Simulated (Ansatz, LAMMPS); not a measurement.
# Structural relaxation of amorphous 71ZrO2-29SiO2 (mol %) (84 atoms), part 3 of 4

Aim: bring amorphous 71ZrO2-29SiO2 (mol %) (84 atoms) to a nearby minimum of the energy and see what moves.

Ansatz 0.2.0; Kohn-Sham DFT, PBE, PAW (set soft_2), plane waves.

The cell: 20 Zr, 8 Si and 56 O. The quench rate of 50 K/ps is many orders above laboratory rates. The network of bonds at the start is that of the classical potential that made the cell. Only the Γ point is sampled in the main run, in a cell whose shortest periodic width is 10 Å.

So far. Step 4 (Cell and atoms relaxed): The relaxation changed the energy by -45.6 meV/atom, and atoms moved by 0.19 Å r.m.s., 0.55 Å at most.

**6. Single point at the relaxed geometry**

The electronic structure is read at the final geometry, in a run of its own.

File input.yaml:

```yaml
crystal:
  lattice:
    - [10.5961, 0.17211, 0.00967]
    - [0.17211, 10.28706, 0.14063]
    - [0.00967, 0.14063, 10.21264]
  atoms:
    - { symbol: Zr, position: [0.1718, 0.48563, 0.32678] }
    - { symbol: Zr, position: [0.39601, 0.55928, 0.84588] }
    - { symbol: Zr, position: [0.08633, 0.84181, 0.26776] }
    - { symbol: Zr, position: [0.87797, 0.6175, 0.05705] }
    - { symbol: Zr, position: [0.03956, 0.95449, 0.58358] }
    - { symbol: Zr, position: [0.92774, 0.65091, 0.50013] }
    - { symbol: Zr, position: [0.37842, 0.29656, 0.06942] }
    - { symbol: Zr, position: [0.67559, 0.34299, 0.94733] }
    - { symbol: Zr, position: [0.78822, 0.12608, 0.71898] }
    - { symbol: Zr, position: [0.34811, 0.7657, 0.44979] }
    - { symbol: Zr, position: [0.91501, 0.92915, 0.95545] }
    - { symbol: Zr, position: [0.25665, 0.25141, 0.63923] }
    - { symbol: Zr, position: [0.7222, 0.6847, 0.76279] }
    - { symbol: Zr, position: [0.76013, 0.9153, 0.42919] }
    - { symbol: Zr, position: [0.61746, 0.09688, 0.19639] }
    - { symbol: Zr, position: [0.55325, 0.98734, 0.88843] }
    - { symbol: Zr, position: [0.42328, 0.80539, 0.11675] }
    - { symbol: Zr, position: [0.45259, 0.40187, 0.36379] }
    - { symbol: Zr, position: [0.97703, 0.27081, 0.47279] }
    - { symbol: Zr, position: [0.93077, 0.40408, 0.76773] }
    - { symbol: Si, position: [0.54001, 0.39179, 0.67527] }
    - { symbol: Si, position: [0.18459, 0.73764, 0.72719] }
    - { symbol: Si, position: [0.22438, 0.99316, 0.87777] }
    - { symbol: Si, position: [0.64954, 0.65297, 0.2754] }
    - { symbol: Si, position: [0.86589, 0.29022, 0.18423] }
    - { symbol: Si, position: [0.14618, 0.54114, 0.97654] }
    - { symbol: Si, position: [0.50994, 0.0269, 0.55025] }
    - { symbol: Si, position: [0.10685, 0.17379, 0.18855] }
    - { symbol: O, position: [0.76318, 0.5153, 0.90648] }
    - { symbol: O, position: [0.33977, 0.5808, 0.39502] }
    - { symbol: O, position: [0.76893, 0.98259, 0.24588] }
    - { symbol: O, position: [0.39091, 0.38156, 0.72235] }
    - { symbol: O, position: [0.09896, 0.2939, 0.29355] }
    - { symbol: O, position: [0.27966, 0.81924, 0.24111] }
    - { symbol: O, position: [0.48464, 0.24111, 0.24471] }
    - { symbol: O, position: [0.95251, 0.85548, 0.42618] }
    - { symbol: O, position: [0.19369, 0.87431, 0.47475] }
    - { symbol: O, position: [0.50236, 0.42632, 0.96565] }
    - { symbol: O, position: [0.08527, 0.66352, 0.3675] }
    - { symbol: O, position: [0.85643, 0.04996, 0.53652] }
    - { symbol: O, position: [0.58786, 0.80484, 0.8424] }
    - { symbol: O, position: [0.70947, 0.67218, 0.1289] }
    - { symbol: O, position: [0.94334, 0.99792, 0.76425] }
    - { symbol: O, position: [0.27282, 0.35889, 0.46601] }
    - { symbol: O, position: [0.4164, 0.65998, 0.00485] }
    - { symbol: O, position: [0.84583, 0.25717, 0.86727] }
    - { symbol: O, position: [0.26003, 0.43668, 0.94453] }
    - { symbol: O, position: [0.599, 0.04797, 0.41626] }
    - { symbol: O, position: [0.55919, 0.3663, 0.52413] }
    - { symbol: O, position: [0.23326, 0.17997, 0.09939] }
    - { symbol: O, position: [0.52522, 0.75617, 0.29222] }
    - { symbol: O, position: [0.25285, 0.13295, 0.81104] }
    - { symbol: O, position: [0.53106, 0.17191, 0.99981] }
    - { symbol: O, position: [0.35731, 0.93304, 0.9448] }
    - { symbol: O, position: [0.62885, 0.28752, 0.76161] }
    - { symbol: O, position: [0.39326, 0.12729, 0.56477] }
    - { symbol: O, position: [0.00904, 0.51003, 0.91778] }
    - { symbol: O, position: [0.85284, 0.28656, 0.62086] }
    - { symbol: O, position: [0.60538, 0.04074, 0.68193] }
    - { symbol: O, position: [0.19374, 0.66405, 0.87496] }
    - { symbol: O, position: [0.47463, 0.87395, 0.54141] }
    - { symbol: O, position: [0.74243, 0.02475, 0.91085] }
    - { symbol: O, position: [0.85808, 0.75565, 0.89204] }
    - { symbol: O, position: [0.08956, 0.03553, 0.26499] }
    - { symbol: O, position: [0.9958, 0.46474, 0.45192] }
    - { symbol: O, position: [0.85181, 0.55407, 0.65986] }
    - { symbol: O, position: [0.95956, 0.79938, 0.11931] }
    - { symbol: O, position: [0.59579, 0.50901, 0.29699] }
    - { symbol: O, position: [0.10299, 0.97088, 0.97333] }
    - { symbol: O, position: [0.32004, 0.42334, 0.20515] }
    - { symbol: O, position: [0.19088, 0.89717, 0.74761] }
    - { symbol: O, position: [0.11431, 0.57563, 0.12628] }
    - { symbol: O, position: [0.55579, 0.94194, 0.09531] }
    - { symbol: O, position: [0.31369, 0.67785, 0.66247] }
    - { symbol: O, position: [0.73011, 0.24606, 0.11992] }
    - { symbol: O, position: [0.77488, 0.79087, 0.60699] }
    - { symbol: O, position: [0.10706, 0.13289, 0.55241] }
    - { symbol: O, position: [0.09377, 0.35498, 0.688] }
    - { symbol: O, position: [0.87418, 0.44522, 0.15639] }
    - { symbol: O, position: [0.56459, 0.54475, 0.72388] }
    - { symbol: O, position: [0.05209, 0.73053, 0.64783] }
    - { symbol: O, position: [0.76343, 0.69473, 0.37732] }
    - { symbol: O, position: [0.97407, 0.20309, 0.10501] }
    - { symbol: O, position: [0.84854, 0.24627, 0.33589] }
kpoints:
  mp_grid: { grid: [1, 1, 1] }
hamiltonian:
  xc: pbe
scf:
  occupations: { method: fermi_dirac, width: 0.025 }
output:
  forces: true
  stress: true
  populations: true
  dos:
    method: { smearing: { sigma: 0.08 } }
    de: 0.05
    projected: { site_lists: { O: [O], Si: [Si], Zr: [Zr] } }
  eigenvalues: true
  write_density: true
  write_potential: true
  volumetric_format: npy
```

Run with:

```
$ ansatz run input.yaml --threads 4 --pin off --max-ram 8192MiB --backend cpu --events-out ev --progress --plain --runs-dir out
```

Numbers of over 12 decimals in the logs are rounded to 6 here.

Output:

```text
[...]
Crystal: 84 atoms, lattice volume = 1112.693 Å³
Basis set: ecut = 420 eV, 21757 PW (Γ), exchange–correlation on 144×144×144 points (8 copies of the dense FFT grid, shifted against one another)
Bands: 388, of which v1, the nominal top of the filled ones, is band 304 counted from 1 (303 counted from 0)
Symmetry: 1 space group operations
[...]
k-points: 1
[...]
SCF iter   1: F=—  HF=-120661.143391 eV  |F-HF|=—  |Δ(HF+E_count)|=         —  Δρ=3.60e-3  dr2=1.22e-1  ethr=1.77e-3  ⟨swp⟩=6.0  Hψ=1465  notcnv=0  defer=55
[...]
SCF iter  10: F=-120661.138114 eV  HF=-120661.138114 eV  |F-HF|=2.62e-8  |Δ(HF+E_count)|=   2.06e-7  Δρ=2.83e-6  dr2=8.13e-8  ethr=1.64e-11  ⟨swp⟩=18.0  Hψ=3031  notcnv=0
SCF 1 converged in 10 iterations: F = -120661.138114 eV  dr2 = 8.13e-8
[...]
SCF converged after 10 iterations
Free energy (F): -120661.138114 eV
[...]
Internal energy: -120661.138114 eV  (E = F + TS)
E sigma→0 (E₀):  -120661.138114 eV
Fermi energy:    8.823917 eV
[...]
--- Forces (eV/Å), atoms counted from 1 ---
  atom   1  Zr    -0.01098393     0.00070247    -0.00172154
  atom   2  Zr     0.00113122    -0.00056565     0.00478884
  atom   3  Zr    -0.00243146    -0.00464397     0.00334129
  atom   4  Zr     0.00357176     0.00042758    -0.00120734
  atom   5  Zr    -0.00089160    -0.00529370    -0.00687669
  atom   6  Zr    -0.00185433     0.00435867    -0.00045154
  atom   7  Zr     0.00467283     0.00221013    -0.00225511
  atom   8  Zr     0.00070983     0.00267466     0.00095624
  atom   9  Zr     0.00149968     0.00067504     0.00183771
  atom  10  Zr    -0.00222137     0.01005638     0.00349972
  atom  11  Zr    -0.00341986    -0.00385634     0.00059202
  atom  12  Zr    -0.00078205     0.00426500    -0.00033037
  atom  13  Zr     0.00021331     0.00012020     0.00081247
  atom  14  Zr     0.00425118    -0.00070460     0.00038564
[...]
atom  83  O      0.00329498    -0.00072441     0.00185666
  atom  84  O     -0.00008423    -0.00035249     0.00117322
  max |Σ_I F_I| component: 8.08e-5 eV/Å
--- Stress (GPa, compression-positive) ---
        0.006677       0.016610       0.005431
        0.016610      -0.010592       0.008339
        0.005430       0.008340      -0.025018
  P = ⅓ Tr σ = -0.0096 GPa (-0.096 kbar)
--- Band table (eV) ---
[...]
--- Löwdin populations: 84 sites ---
  site symbol       q [e]
     0     Zr     10.4932
     1     Zr     10.4611
     2     Zr     10.4864
[...]
83      O      6.7078
  spilling = 0.006417 (of n_electrons = 608.000000)
```

Elapsed: 22 s, on 4 threads of Arm Neoverse V1, shared host; peak memory 1.5 GiB; 85 s of CPU time.

Numbers from this run:

```
free energy                                      : -120661.1381 eV
free energy per atom                             : -1436.4421 eV/atom
SCF cycles                                       : 10
pressure                                         : -0.009644 GPa
r.m.s. force component                           : 0.00259 eV/Å
longest force                                    : 0.01114 eV/Å
Fermi energy                                     : 8.824 eV
gap (highest filled to lowest empty level) : 3.36 eV
spilling of the projection                       : 0.006417
```

Löwdin charges by element and coordination (they lack the spilled electrons, 0.046 e an atom on average):

```csv
element,coordination,atoms,mean charge (e),spread,least,most
O,all,56,-0.705,0.0552,-0.793,-0.571
O,2,15,-0.718,0.0591,-0.793,-0.571
O,3,37,-0.701,0.0535,-0.790,-0.609
O,4,4,-0.688,0.0455,-0.753,-0.636
Si,all,8,1.65,0.017,1.62,1.68
Zr,all,20,1.51,0.0233,1.45,1.56
Zr,5,2,1.53,0.028,1.50,1.56
Zr,6,11,1.50,0.0221,1.45,1.53
Zr,7,7,1.50,0.0199,1.47,1.54
```

States in the cell by windows of 1 eV, zero at the Fermi level; the larger projections on atomic orbitals stand beside the total:

```csv
from (eV),to (eV),total,O p,Zr d
-10,-9,2.0,1.4,0.1
-9,-8,7.7,4.9,0.6
-8,-7,10.0,7.0,0.9
-7,-6,39.9,28.8,5.8
-6,-5,61.3,45.7,11.4
-5,-4,67.9,55.3,8.8
-4,-3,73.2,64.4,5.6
-3,-2,69.0,64.2,2.9
-2,-1,3.0,2.9,0.1
-1,1,0.0,0.0,0.0
1,2,3.6,0.3,3.0
2,3,47.6,5.0,39.0
3,4,53.4,7.8,40.4
4,5,34.9,5.4,22.9
```

Between -26 and -10 eV lie 114 more states.

The stored curve holds about 448 of the 608 electrons; the rest, give or take the few that broadening carries across the Fermi level, lie in deeper levels below its range.

The levels nearest the highest filled one (over half full), pooled over k-points and spins:

```csv
level less the highest filled one (eV),occupation
-0.516,2
-0.499,2
-0.441,2
-0.418,2
-0.326,2
0,2
3.36,0
3.65,0
3.77,0
3.78,0
3.87,0
3.92,0
```

Electrostatic potential energy in the bc plane at fractional x = 0.099, with atoms of Zr and Si and O within 0.2 Å of it. With pseudopotentials it is smooth inside the atoms' cores, unlike the true potential.

Values in eV, 13 rows by 16 columns, each cell a mean:
```
-11  13  14  14  14  13  11   2 -25 -18   6  12  13  13   4 -31
  9  12  14  14  14  13  12  10   5   6  10  11  12  12  12   8
 11  13  14  14  13  12  12  12  12  12  10   6   6  10  11  11
 10  12  13  13   8 -22 -11  12  13  12   9  -2  -1   7   8   8
  0   9   9  11   8 -16  -7  13  13  12  10 -15  -6   6  -5 -15
 -8 -16 -33   2   9  10  13  14  13  12  12  10  11   7 -15 -34
  6   3  -7   6   5   8  11  12  11  11  12  12  13  10   4   0
 12  13  12  10   8   8   7   2   3   6 -15  -3  10   8   9  11
  0   7  11   8 -17  -9   2 -16 -15   0 -24 -12  -8 -26 -13   6
-34 -20 -14 -13 -25 -14   7  -3  -2   8  11   6 -25 -41 -33  -5
  4  -6 -38 -37   1  11  12  10   2  -9   9  10  -2 -17  -7   8
 13   7  -7  -5   8  12  12  11  -8 -31   2  13  11  10  10  12
  3  13  12  12  13  13  11   4 -14  -9   8  12  13  13   9 -10
```
Columns run along b (10.3 Å; values clipped at the 3rd and 97th percentile), rows up along c (10.2 Å). Atoms in or near the plane, at fractional coordinates: Zr at (0.84, 0.27), Si at (0.17, 0.19), O at (0.29, 0.29), O at (0.66, 0.37), O at (0.04, 0.26), O at (0.97, 0.97), O at (0.58, 0.13), O at (0.13, 0.55), O at (0.35, 0.69).

Valence density in the bc plane at fractional x = 0.099, with atoms of Zr and Si and O within 0.2 Å of it. It is the smooth field of the valence electrons, not physical close to the nuclei.

Ten even steps from '_' (0.0 e/Å³) to '@' (7.0 e/Å³), each cell a mean:
```
**..________________________________________________..**@@
::____________________________..____________________..--==
__________________________________________________________
__________________________________________________________
__________________________________________________________
____________________..____________________________________
________________..==##==..________________..______________
________________..++@@**..______________::--::____________
__________________::--::________________::--::______......
..__..====::____________________________......______..----
....--%%@@==..______________________________________..::::
____..==++::__________________________________________..__
__________________________________________________________
____________________________________..::..________________
____________________________..____..++%%++..______________
__..__________::----..____..::..__..==##++..__..::..______
==++--______..==@@##::____......____..::..__..==++==::__..
##@@++..____..--**++::______________________::++++++--..::
--==::..______......________________________..--====::__..
______________________________..----..__________..________
______________________________--####--____________________
______________________________::++++::____________________
______________________________......____________________..
--__________________________________________________..==**
```
Columns run along b (10.3 Å), rows up along c (10.2 Å). Atoms in or near the plane, at fractional coordinates: Zr at (0.84, 0.27), Si at (0.17, 0.19), O at (0.29, 0.29), O at (0.66, 0.37), O at (0.04, 0.26), O at (0.97, 0.97), O at (0.58, 0.13), O at (0.13, 0.55), O at (0.35, 0.69).

Mean Löwdin charges: O -0.70, Si +1.65, Zr +1.51 e (they miss 0.64 % of the electrons, so they add up to more than the cell's charge). The largest share in the top eV of filled states is O p (95 % of the projected weight), and in the lowest eV of empty states Zr d (85 % of the projected weight).

Local excerpt of 9 atoms (numbers count through the whole input) about O53, which has 4 bonded neighbours where the commonest count for O is 3; x, y, z are measured from there.

```csv
atom,x,y,z,distance (Å),bonds,Löwdin charge (e)
O53,0.00,0.00,0.00,0.00,4,-0.75
Zr7,-1.60,1.27,0.73,2.16,6,1.51
Zr16,0.20,-1.91,-1.16,2.25,6,1.51
Zr15,0.90,-0.73,2.00,2.31,6,1.51
Zr8,1.56,1.78,-0.51,2.42,6,1.48
O73,0.22,-2.35,0.94,2.54,3,-0.63
O75,2.12,0.81,1.24,2.59,3,-0.68
O38,-0.26,2.61,-0.31,2.64,3,-0.64
O35,-0.48,0.74,2.51,2.66,3,-0.68
```

The column of bonds counts only the pairs O-Zr within 2.82 Å, O-Si within 2.12 Å; other neighbours, such as metal atoms beside each other in a compound, aren't counted, and periodic images can show an atom twice.

**7. K-mesh 2×2×2**

Large cells are often run on few k-points; this run checks whether the reference had enough.

Edit input.yaml of step 6 so:

```diff
@@ -8,3 +8,3 @@
 kpoints:
-  mp_grid: { grid: [1, 1, 1] }
+  mp_grid: { grid: [2, 2, 2] }
 hamiltonian:
@@ -22,4 +22 @@
   eigenvalues: true
-  write_density: true
-  write_potential: true
-  volumetric_format: npy
```

Output:

```text
[...]
Crystal: 84 atoms, lattice volume = 1112.693 Å³
Basis set: ecut = 420 eV, 21757 PW (Γ), exchange–correlation on 144×144×144 points (8 copies of the dense FFT grid, shifted against one another)
Bands: 388, of which v1, the nominal top of the filled ones, is band 304 counted from 1 (303 counted from 0)
Symmetry: 1 space group operations
[...]
k-points: 8
[...]
SCF iter   1: F=—  HF=-120661.231551 eV  |F-HF|=—  |Δ(HF+E_count)|=         —  Δρ=3.58e-3  dr2=1.21e-1  ethr=1.77e-3  ⟨swp⟩=6.0  Hψ=11759  notcnv=0  defer=433
[...]
SCF iter   9: F=—  HF=-120661.225669 eV  |F-HF|=—  |Δ(HF+E_count)|=   5.97e-7  Δρ=3.75e-6  dr2=1.79e-7  ethr=3.20e-10  ⟨swp⟩=2.0  Hψ=4077  notcnv=0  defer=635
SCF iter  10: F=-120661.225669 eV  HF=-120661.225669 eV  |F-HF|=2.26e-8  |Δ(HF+E_count)|=   1.98e-7  Δρ=2.75e-6  dr2=7.63e-8  ethr=1.64e-11  ⟨swp⟩=12.8  Hψ=15618  notcnv=0
SCF 1 converged in 10 iterations: F = -120661.225669 eV  dr2 = 7.63e-8
[...]
SCF converged after 10 iterations
Free energy (F): -120661.225669 eV
[...]
Internal energy: -120661.225669 eV  (E = F + TS)
E sigma→0 (E₀):  -120661.225669 eV
Fermi energy:    8.827668 eV
[...]
Σ components = -120661.225669   (vs F -120661.225669, Δ=0.00e0)
--- Forces (eV/Å), atoms counted from 1 ---
  atom   1  Zr    -0.05436046    -0.01989008     0.03571399
  atom   2  Zr     0.00531523    -0.01613565     0.00158789
  atom   3  Zr     0.00082116     0.00333502    -0.01606880
  atom   4  Zr     0.01089116     0.00461887     0.03941894
[...]
atom  84  O      0.00474341     0.00033882     0.00718291
  max |Σ_I F_I| component: 7.68e-5 eV/Å
--- Stress (GPa, compression-positive) ---
        0.004524       0.011096       0.010391
        0.011097      -0.003761      -0.004743
        0.010391      -0.004742      -0.038985
  P = ⅓ Tr σ = -0.0127 GPa (-0.127 kbar)
--- Band table (eV; the first three rows and the last of 8) ---
[...]
--- Löwdin populations: 84 sites ---
  site symbol       q [e]
     0     Zr     10.4926
     1     Zr     10.4640
     2     Zr     10.4865
[...]
83      O      6.7080
  spilling = 0.006415 (of n_electrons = 608.000000)
```

The job ended after 3.4 min (4 threads; peak memory 5.6 GiB; 14 min of CPU time).

The program notes that it cut back its work space to fit the memory limit.

Geometry and reference: those of the single point at the relaxed geometry.

Forces differ from those of the single point at the relaxed geometry by 13 meV/Å r.m.s.; the energy by -1.0 meV/atom and the gap by -0.014 eV. It took 3.4 min and 10 cycles; the reference's time can't be set against it, since the two runs asked for unlike analyses.

(Continued in part 4 of 4.)

[Logs are printed without paths, hosts, clocks, repeated set-up lines and the standing remarks that a program may print on its own settings, such as how far it seeks lower states.]

[Hosts, paths, dates, database ids (printed as entryN), source tags and the programs' standing remarks are cut or masked in the printed files.]
